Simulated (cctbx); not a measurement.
# Diagnosing a refinement

Cell a = 8.6970 Å, b = 8.6970 Å, c = 12.1310 Å, α = 90.00°, β = 90.00°, γ = 120.00°; space group R-3m (no. 166). The compound is La2Fe17H3.

Simulated single-crystal data (cctbx): Mo Kα, λ = 0.71073 Å, to d = 0.7 Å, 80 % of the full sphere, strongest reflection 40000 counts, noise from counting, a 6 % proportional error and a noise floor of 8 counts (s.d.); no absorption.

An isotropic refinement with weights 1/σ² prints:

```text
Rint 0.050, 327 unique reflections to 0.70 A
cycle     R1     wR2    GooF  max shift (A)
   1  0.6439  0.8951  27.181   0.13304
  12  0.0497  0.2696   8.186   0.02355
final R1 0.0212 wR2 0.1227 GooF 3.727  parameters 15  data/parameter 21.8
atom        x        y        z      Ueq    occ   su(xyz)  su(Uiso or U11)
La1    0.33333  0.66667  0.00855   0.0199  1.000  0.00009  0.0003
Fe1    0.33333  0.66667  0.76254   0.0291  1.000  0.00029  0.0007
Fe2    0.99760  0.49880  0.15459   0.0219  1.000  0.00021  0.0004
Fe3    0.71435  0.71435  0.00000   0.0265  1.000  0.00023  0.0005
Fe4    0.33333  0.16667  0.16667   0.0293  1.000  0.00000  0.0006
H1     0.00000  0.50000  0.00000   0.9988  1.000  0.00000  5.4684
Fe5    0.67097  0.02925  0.91770   1.0000  1.000  0.01422  0.0324
difference map: max 2.54 min -0.93 rms 0.31
Q1    0.0000  0.0000  0.3387    6    2.61  0.04 A from La1
Q2    0.0000  0.0000  0.4610    6    1.12  1.45 A from La1
Q3    0.0000  0.0000  0.0000    3    1.01  1.16 A from Fe1
Q4    0.0404  0.0808  0.3927   18    0.79  0.87 A from La1
Q5    0.0000  0.5000  0.5000    9    0.78  0.00 A from Fe4
Q6    0.9984  0.4992  0.1542   18    0.77  0.01 A from Fe2
```

Q: Accept it or mend it, and why?

Mend it. The fault: spurious atom: Fe5. Against the right model at the same level, R1 goes from 0.0147 to 0.0212 and GooF from 1.00 to 3.73, Fe5 takes U = the program's ceiling and the top difference peak, 2.6 e/Å³, lies on La1. A site with no density behind it hides by a very large U or drifts. The fit had not settled when the cycles ran out.

The compound is La2Fe17H3. The right model at the same level gives:

```text
Rint 0.050, 327 unique reflections to 0.70 A
cycle     R1     wR2    GooF  max shift (A)
   1  0.2788  0.5880  17.744   0.07638
   2  0.0147  0.0330   0.997   0.00003
final R1 0.0147 wR2 0.0330 GooF 0.996  parameters 11  data/parameter 29.7
atom        x        y        z      Ueq    occ   su(xyz)  su(Uiso or U11)
La1    0.33333  0.66667  0.00853   0.0200  1.000  0.00002  0.0001
Fe1    0.33333  0.66667  0.76254   0.0292  1.000  0.00008  0.0002
Fe2    0.99759  0.49880  0.15461   0.0220  1.000  0.00006  0.0001
Fe3    0.71434  0.71434  0.00000   0.0265  1.000  0.00006  0.0001
Fe4    0.33333  0.16667  0.16667   0.0294  1.000  0.00000  0.0002
H1     0.00000  0.50000  0.00000   0.1385  1.000  0.00000  0.0570
difference map: max 0.76 min -0.76 rms 0.17
Q1    0.0000  0.0000  0.0000    3    0.76  1.16 A from Fe1
Q2    0.0248  0.0497  0.3319   18    0.52  0.39 A from La1
Q3    0.0948  0.1895  0.5802   18    0.51  1.57 A from Fe2
Q4    0.0764  0.5382  0.3272   18    0.50  1.56 A from Fe3
Q5    0.0986  0.1973  0.4650   18    0.50  1.08 A from Fe2
Q6    0.0000  0.0000  0.4600    6    0.50  1.43 A from La1
```

The model is made up (kin elements in a known structure type, no relaxation), so it says nothing on whether the phase exists.

[Middle refinement cycles are left out of these outputs.]

[Logs are printed without paths, hosts, clocks, repeated set-up lines and the standing remarks that a program may print on its own settings, such as how far it seeks lower states.]
